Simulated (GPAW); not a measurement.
# O K ELNES/XANES of MnO2 (P-3m1) from DFT

What does one-electron theory with a core hole give for the O K edge of MnO2 (P-3m1)?

Calculated with GPAW 26.7.0; X-ray absorption from dipole matrix elements to empty bands, plane-wave PAW LDA+U.

Most raw output is cut from this account.

## (1) Starting point

Symmetry: P-3m1, No. 164, trigonal system. Conventional cell: a = 2.857 Å, b = 2.857 Å, c = 4.601 Å, α = 90.00°, β = 90.00°, γ = 120.00°. Nearest to Mn lie 6 O at 1.90 Å. Nearest to O lie 3 Mn at 1.90 Å. Farther neighbours and most contacts between anions are not listed.

## (2) The field without a hole

The ground state comes first: it tells whether the system has a gap, which decides how the excited electron is treated.

scf.py

```python
import numpy as np
from ase import Atoms
from ase.parallel import parprint, paropen
from gpaw import GPAW, PW, FermiDirac, Mixer, MixerDif, setup_paths
from gpaw.test import gen
setup_paths.insert(0, '.')
gen('O', name='nch1s', xcname='LDA', corehole=(1, 0, 0), write_xml=True)
from gpaw.mpi import world
world.barrier()

atoms = Atoms('MnO2',
    cell=[[2.85657818, 0, 0],
     [-1.42828909, 2.47386927, 0],
     [0, 0, 4.60137406]],
    scaled_positions=[[0, 0, 0.5],
     [0.33333333, 0.66666667, 0.70629257],
     [0.66666667, 0.33333333, 0.29370743]],
    magmoms=[4.0, 0.0, 0.0],
    pbc=True)
atoms.calc = calc = GPAW(legacy_gpaw=True, mode=PW(500, force_complex_dtype=True), xc='LDA', setups={'Mn': ':d,3.9', 1: 'nch1s'},
    kpts={'size': (10, 10, 6), 'gamma': True}, occupations=FermiDirac(0.05),
    charge=0, mixer=MixerDif(0.05, 8, 50), maxiter=150,
    convergence={'density': 0.0001, 'eigenstates': 1e-6}, txt='scf.txt')
energy = atoms.get_potential_energy() + calc.get_reference_energy()
ef = calc.get_fermi_level()
out = dict(energy=energy, fermi=ef, forces=atoms.get_forces().tolist(), magmoms=atoms.get_magnetic_moments().tolist())
parprint(f'all-electron energy {energy:.4f} eV, Fermi level {ef:.4f} eV')
ev = np.array([[calc.get_eigenvalues(k, s) for k in range(len(calc.get_ibz_k_points()))] for s in range(calc.get_number_of_spins())])
out['homo'], out['lumo'], out['counts'] = ev[ev < ef].max(), ev[ev > ef].min(), sorted(set((ev < ef).sum((0, 2)).tolist()))
out['filled'] = (ev[:, 0] < ef).sum(1).tolist()
import json
with paropen('out.json', 'w') as f:
    json.dump(out, f)
```

Launch:

```
$ OMP_NUM_THREADS=1 mpirun -n 4 gpaw python scf.py
```

Elapsed: 12 s, on 4 MPI ranks of Intel Xeon Platinum 8488C (Sapphire Rapids), shared host; peak memory 0.2 GiB.

The mesh shows a gap of 1.93 eV, so the hole is first treated in a charged cell, without the excited electron.

Site moments (μB): 3.12, -0.06, -0.06.

## (3) Spectrum without a core hole, O atom 2

Without a hole the spectrum is the empty density of states of the right symmetry on the absorber, weighted by matrix elements. It needs only the small cell and serves as the baseline. The data set with a hole of occupation 0 only carries the core orbital.

The absorber has 3 Mn at 1.90 Å (pyramidal, site symmetry 3m).

xas.py

```python
import numpy as np
from ase import Atoms
from ase.parallel import parprint, paropen
from gpaw import GPAW, PW, FermiDirac, Mixer, MixerDif, setup_paths
from gpaw.test import gen
setup_paths.insert(0, '.')
gen('O', name='nch1s', xcname='LDA', corehole=(1, 0, 0), write_xml=True)
from gpaw.mpi import world
world.barrier()

atoms = Atoms('MnO2',
    cell=[[2.85657818, 0, 0],
     [-1.42828909, 2.47386927, 0],
     [0, 0, 4.60137406]],
    scaled_positions=[[0, 0, 0.5],
     [0.33333333, 0.66666667, 0.70629257],
     [0.66666667, 0.33333333, 0.29370743]],
    magmoms=[4.0, 0.0, 0.0],
    pbc=True)
atoms.calc = calc = GPAW(legacy_gpaw=True, mode=PW(500, force_complex_dtype=True), xc='LDA', setups={'Mn': ':d,3.9', 1: 'nch1s'},
    kpts={'size': (10, 10, 6), 'gamma': True}, occupations=FermiDirac(0.02),
    charge=0, mixer=MixerDif(0.05, 8, 50), maxiter=150,
    convergence={'density': 0.0001, 'eigenstates': 1e-6}, txt='scf.txt')
energy = atoms.get_potential_energy() + calc.get_reference_energy()
ef = calc.get_fermi_level()
out = dict(energy=energy, fermi=ef, forces=atoms.get_forces().tolist(), magmoms=atoms.get_magnetic_moments().tolist())
parprint(f'all-electron energy {energy:.4f} eV, Fermi level {ef:.4f} eV')
ev = np.array([[calc.get_eigenvalues(k, s) for k in range(len(calc.get_ibz_k_points()))] for s in range(calc.get_number_of_spins())])
out['homo'], out['lumo'], out['counts'] = ev[ev < ef].max(), ev[ev > ef].min(), sorted(set((ev < ef).sum((0, 2)).tolist()))
out['filled'] = (ev[:, 0] < ef).sum(1).tolist()

from ase.units import Ha
from gpaw.xas import dipole_matrix_elements
nb = int(calc.get_number_of_electrons() / 2) + 28
top = nb
nscf = calc.fixed_density(kpts={'size': (7, 7, 4), 'gamma': True},
    convergence={'eigenstates': 1.0}, txt='nscf.txt')
nscf.diagonalize_full_hamiltonian(nbands=nb)
cell = atoms.cell.array
ops = [cell.T @ U.T @ np.linalg.inv(cell.T) for U in nscf.wfs.kd.symmetry.op_scc]
filled = [15, 12]  # bands filled in the ground state, by spin
E = np.arange(-25, 34, 0.1)
fwhm = np.interp(E, [4, 25], [0.9, 3.5])
Y, X, zero, highest = 0, 0, 1e9, 1e9
for spin in range(nscf.get_number_of_spins()):
    wfs = nscf.wfs
    mine = wfs.bd.get_slice()  # this rank's bands
    A = dipole_matrix_elements(wfs.setups[1])
    eps = np.zeros((wfs.kd.nibzkpts, nb))
    d = np.zeros((3, A.shape[1], wfs.kd.nibzkpts, nb), complex)
    for kpt in wfs.kpt_u:
        if kpt.s == spin and 1 in kpt.P_ani:
            eps[kpt.k, mine] = kpt.eps_n * Ha
            d[:, :, kpt.k, mine] = (kpt.weight * wfs.nspins / 2) ** 0.5 * np.inner(A, kpt.P_ani[1])
    world.sum(eps)
    world.sum(d)
    T = np.einsum('amkn,bmkn->abkn', d, d.conj()).real
    T = sum(np.einsum('ai,ijkn,bj->abkn', R, T, R) for R in ops) / len(ops)
    empty = np.ones_like(eps, bool) & (np.arange(nb) >= filled[spin])
    zero, highest = min(zero, eps[empty].min()), min(highest, eps[:, top - 1].min())
    lines = [(eps, T, empty)] if spin == 0 else lines + [(eps, T, empty)]
for eps, T, empty in lines:
    f = np.einsum('aakn->akn', T).reshape(3, -1)
    x = eps.ravel() - zero
    w = np.interp(x, E, fwhm) / 2.35482
    g = np.exp(-0.5 * ((E[:, None] - x) / w) ** 2) / (w * (2 * np.pi) ** 0.5)
    Y = Y + (f * empty.ravel()) @ g.T
    X = X + (f * ~empty.ravel()) @ g.T
out.update(E=E.round(2).tolist(), xas=Y.tolist(), xes=X.tolist(), zero=zero, valid=highest - zero, nk=len(eps), nb=nb)
for i in range(0, len(E), 10):
    parprint(f'{E[i]:7.2f}', *(f'{v:10.3e}' for v in Y[:, i]))
import json
with paropen('out.json', 'w') as f:
    json.dump(out, f)
```

Launch:

```
$ OMP_NUM_THREADS=1 mpirun -n 4 gpaw python xas.py
```

It took 26 s on 4 MPI ranks; peak memory 0.3 GiB; 1.7 min of CPU time.

The O K spectrum, O atom 2, no core hole (energy from the lowest empty level; intensity scaled to a mean of 1 over the first 20 eV; polarised curves are means over the symmetry-equivalent atoms):

```
E (eV)  isotropic  ε ⊥ c  ε ∥ c
  -2.0       0.00   0.00   0.00
  -1.5       0.00   0.00   0.00
  -1.0       0.00   0.00   0.00
  -0.5       0.08   0.06   0.12
   0.0       0.77   0.57   1.17
   0.5       2.51   2.16   3.21
   1.0       3.23   3.53   2.62
   1.5       2.13   2.51   1.36
   2.0       1.10   1.00   1.30
   2.5       0.85   0.62   1.30
   3.0       1.71   1.69   1.74
   3.5       1.93   2.32   1.15
   4.0       0.65   0.89   0.18
   4.5       0.06   0.08   0.01
   5.0       0.00   0.00   0.00
   5.5       0.00   0.00   0.00
   6.0       0.02   0.02   0.02
   6.5       0.06   0.05   0.06
   7.0       0.11   0.10   0.14
   7.5       0.20   0.19   0.24
   8.0       0.34   0.32   0.39
   8.5       0.49   0.46   0.56
   9.0       0.63   0.61   0.67
   9.5       0.74   0.77   0.69
  10.0       0.83   0.91   0.66
  10.5       0.89   1.00   0.66
  11.0       0.97   1.11   0.70
  11.5       1.08   1.23   0.79
  12.0       1.22   1.35   0.94
  12.5       1.38   1.49   1.16
  13.0       1.56   1.65   1.38
  13.5       1.73   1.84   1.53
  14.0       1.84   1.98   1.55
  14.5       1.82   1.98   1.50
  15.0       1.67   1.80   1.43
  15.5       1.45   1.48   1.39
  16.0       1.21   1.15   1.34
  16.5       1.01   0.88   1.26
  17.0       0.84   0.69   1.12
  17.5       0.70   0.58   0.94
  18.0       0.60   0.53   0.75
  18.5       0.55   0.53   0.60
  19.0       0.53   0.55   0.48
  19.5       0.53   0.59   0.40
  20.0       0.53   0.62   0.36
  20.5       0.54   0.64   0.33
  21.0       0.53   0.63   0.34
  21.5       0.53   0.61   0.36
  22.0       0.51   0.56   0.42
  22.5       0.50   0.49   0.50
  23.0       0.48   0.43   0.59
  23.5       0.47   0.37   0.67
  24.0       0.47   0.33   0.75
  24.5       0.48   0.31   0.80
  25.0       0.48   0.31   0.82
  25.5       0.48   0.31   0.82
  26.0       0.47   0.31   0.79
  26.5       0.46   0.32   0.74
  27.0       0.45   0.32   0.70
  27.5       0.44   0.33   0.66
  28.0       0.43   0.33   0.63
  28.5       0.43   0.34   0.62
  29.0       0.44   0.36   0.61
  29.5       0.46   0.38   0.61
  30.0       0.48   0.41   0.60
  30.5       0.50   0.46   0.58
  31.0       0.52   0.51   0.55
  31.5       0.55   0.58   0.51
  32.0       0.59   0.65   0.47
```

Main maxima below 24 eV (height): 0.9 eV (3.27), 3.3 eV (2.11) and 14.2 eV (1.84). A K edge sees empty p states; the first features are O p mixed into the empty d states of the Mn neighbours, and the broad ones above probably into the cations' higher empty bands.

The same matrix elements for filled bands give the O K emission of O atom 2 (ground-state approximation; energy from the lowest empty level, largest value 1):

```
E (eV)  emission
-24.00      0.00
-23.25      0.00
-22.50      0.00
-21.75      0.00
-21.00      0.00
-20.25      0.00
-19.50      0.01
-18.75      0.01
-18.00      0.00
-17.25      0.00
-16.50      0.00
-15.75      0.00
-15.00      0.00
-14.25      0.00
-13.50      0.00
-12.75      0.00
-12.00      0.00
-11.25      0.00
-10.50      0.00
 -9.75      0.00
 -9.00      0.05
 -8.25      0.14
 -7.50      0.25
 -6.75      0.51
 -6.00      0.74
 -5.25      0.58
 -4.50      0.68
 -3.75      0.89
 -3.00      1.00
 -2.25      0.64
 -1.50      0.08
 -0.75      0.00
  0.00      0.00
  0.75      0.00
  1.50      0.00
  2.25      0.00
  3.00      0.00
```

Emission maxima: -6.0 eV (0.74) and -2.8 eV (1.00).

## (4) Reference energy of the supercell

The photon energy needs a difference of total energies, so the cell and mesh of the coming hole run are first run without a hole.

Edit scf.py of step 2 so:

```diff
@@ -10,13 +10,22 @@
 
-atoms = Atoms('MnO2',
-    cell=[[2.85657818, 0, 0],
-     [-1.42828909, 2.47386927, 0],
-     [0, 0, 4.60137406]],
-    scaled_positions=[[0, 0, 0.5],
-     [0.33333333, 0.66666667, 0.70629257],
-     [0.66666667, 0.33333333, 0.29370743]],
-    magmoms=[4.0, 0.0, 0.0],
+atoms = Atoms('Mn4O8',
+    cell=[[-1.42828909, -2.47386927, -4.60137406],
+     [1.42828909, 2.47386927, -4.60137406],
+     [5.71315636, 0, 0]],
+    scaled_positions=[[0.75, 0.75, 0],
+     [0.25, 0.25, 0],
+     [0.75, 0.75, 0.5],
+     [0.25, 0.25, 0.5],
+     [0.31352038, 0.98018705, 0.83333333],
+     [0.81352038, 0.48018705, 0.83333333],
+     [0.31352038, 0.98018705, 0.33333333],
+     [0.81352038, 0.48018705, 0.33333333],
+     [0.68647962, 0.01981295, 0.16666667],
+     [0.18647962, 0.51981295, 0.16666667],
+     [0.68647962, 0.01981295, 0.66666667],
+     [0.18647962, 0.51981295, 0.66666667]],
+    magmoms=[4.0, 4.0, 4.0, 4.0, 0.0, 0.0, 0.0, 0.0, 0.0, 0.0, 0.0, 0.0],
     pbc=True)
-atoms.calc = calc = GPAW(legacy_gpaw=True, mode=PW(500, force_complex_dtype=True), xc='LDA', setups={'Mn': ':d,3.9', 1: 'nch1s'},
-    kpts={'size': (10, 10, 6), 'gamma': True}, occupations=FermiDirac(0.05),
+atoms.calc = calc = GPAW(legacy_gpaw=True, mode=PW(500, force_complex_dtype=True), xc='LDA', setups={'Mn': ':d,3.9', 4: 'nch1s'},
+    kpts={'size': (3, 3, 3), 'gamma': True}, occupations=FermiDirac(0.02),
     charge=0, mixer=MixerDif(0.05, 8, 50), maxiter=150,
```

Launch:

```
$ OMP_NUM_THREADS=1 mpirun -n 4 gpaw python scf.py
```

It took 68 s on 4 MPI ranks; peak memory 0.37 GiB.

Reference energy: -142142.603 eV with the cores included.

## (5) Spectrum with FCH, O atom 2

The holes are 5.4 Å apart. In GPAW the data set carries the hole's charge, so charge=0 means a charged cell and charge=-1 a neutral one. The excited electron is left out and a uniform background balances the charge. After the field has converged, empty bands are computed with the density fixed and the dipole matrix elements are summed.

Edit xas.py of step 3 so:

```diff
@@ -6,3 +6,3 @@
 setup_paths.insert(0, '.')
-gen('O', name='nch1s', xcname='LDA', corehole=(1, 0, 0), write_xml=True)
+gen('O', name='fch1s', xcname='LDA', corehole=(1, 0, 1), write_xml=True)
 from gpaw.mpi import world
@@ -10,13 +10,22 @@
 
-atoms = Atoms('MnO2',
-    cell=[[2.85657818, 0, 0],
-     [-1.42828909, 2.47386927, 0],
-     [0, 0, 4.60137406]],
-    scaled_positions=[[0, 0, 0.5],
-     [0.33333333, 0.66666667, 0.70629257],
-     [0.66666667, 0.33333333, 0.29370743]],
-    magmoms=[4.0, 0.0, 0.0],
+atoms = Atoms('Mn4O8',
+    cell=[[-1.42828909, -2.47386927, -4.60137406],
+     [1.42828909, 2.47386927, -4.60137406],
+     [5.71315636, 0, 0]],
+    scaled_positions=[[0.75, 0.75, 0],
+     [0.25, 0.25, 0],
+     [0.75, 0.75, 0.5],
+     [0.25, 0.25, 0.5],
+     [0.31352038, 0.98018705, 0.83333333],
+     [0.81352038, 0.48018705, 0.83333333],
+     [0.31352038, 0.98018705, 0.33333333],
+     [0.81352038, 0.48018705, 0.33333333],
+     [0.68647962, 0.01981295, 0.16666667],
+     [0.18647962, 0.51981295, 0.16666667],
+     [0.68647962, 0.01981295, 0.66666667],
+     [0.18647962, 0.51981295, 0.66666667]],
+    magmoms=[4.0, 4.0, 4.0, 4.0, 0.0, 0.0, 0.0, 0.0, 0.0, 0.0, 0.0, 0.0],
     pbc=True)
-atoms.calc = calc = GPAW(legacy_gpaw=True, mode=PW(500, force_complex_dtype=True), xc='LDA', setups={'Mn': ':d,3.9', 1: 'nch1s'},
-    kpts={'size': (10, 10, 6), 'gamma': True}, occupations=FermiDirac(0.02),
+atoms.calc = calc = GPAW(legacy_gpaw=True, mode=PW(500, force_complex_dtype=True), xc='LDA', setups={'Mn': ':d,3.9', 4: 'fch1s'},
+    kpts={'size': (3, 3, 3), 'gamma': True}, occupations=FermiDirac(0.02),
     charge=0, mixer=MixerDif(0.05, 8, 50), maxiter=150,
@@ -33,11 +42,10 @@
 from gpaw.xas import dipole_matrix_elements
-nb = int(calc.get_number_of_electrons() / 2) + 28
-top = nb
-nscf = calc.fixed_density(kpts={'size': (7, 7, 4), 'gamma': True},
-    convergence={'eigenstates': 1.0}, txt='nscf.txt')
-nscf.diagonalize_full_hamiltonian(nbands=nb)
+nb = int(calc.get_number_of_electrons() / 2) + 100
+top, nb = nb, nb + 8 + nb // 12
+nscf = calc.fixed_density(kpts={'size': (4, 4, 4), 'gamma': True}, nbands=nb,
+    convergence={'bands': top, 'eigenstates': 5e-3}, maxiter=60, txt='nscf.txt')
 cell = atoms.cell.array
 ops = [cell.T @ U.T @ np.linalg.inv(cell.T) for U in nscf.wfs.kd.symmetry.op_scc]
-filled = [15, 12]  # bands filled in the ground state, by spin
-E = np.arange(-25, 34, 0.1)
+filled = [60, 48]  # bands filled in the ground state, by spin
+E = np.arange(-6, 34, 0.1)
 fwhm = np.interp(E, [4, 25], [0.9, 3.5])
@@ -47,3 +55,3 @@
     mine = wfs.bd.get_slice()  # this rank's bands
-    A = dipole_matrix_elements(wfs.setups[1])
+    A = dipole_matrix_elements(wfs.setups[4])
     eps = np.zeros((wfs.kd.nibzkpts, nb))
@@ -51,5 +59,5 @@
     for kpt in wfs.kpt_u:
-        if kpt.s == spin and 1 in kpt.P_ani:
+        if kpt.s == spin and 4 in kpt.P_ani:
             eps[kpt.k, mine] = kpt.eps_n * Ha
-            d[:, :, kpt.k, mine] = (kpt.weight * wfs.nspins / 2) ** 0.5 * np.inner(A, kpt.P_ani[1])
+            d[:, :, kpt.k, mine] = (kpt.weight * wfs.nspins / 2) ** 0.5 * np.inner(A, kpt.P_ani[4])
     world.sum(eps)
```

Launch:

```
$ OMP_NUM_THREADS=1 mpirun -n 4 gpaw python xas.py
```

Elapsed: 2.8 min, on 4 MPI ranks; peak memory 0.67 GiB; 11 min of CPU time.

(Part 1 of 2 ends here.)

[Logs are printed without paths, hosts, clocks, repeated set-up lines and the standing remarks that a program may print on its own settings, such as how far it seeks lower states.]

[Hosts, paths, dates, database ids (printed as entryN), source tags and the programs' standing remarks are cut or masked in the printed files.]

[Lists of maxima count a maximum above −3 eV only where it reaches 4 % of the highest in the window and stands out from its surroundings by 2 % of it (1.5 % where it reaches 55 %); shoulders and weaker maxima are passed over, and of the rest the first, up to two pre-edge ones and the few strongest are named.]
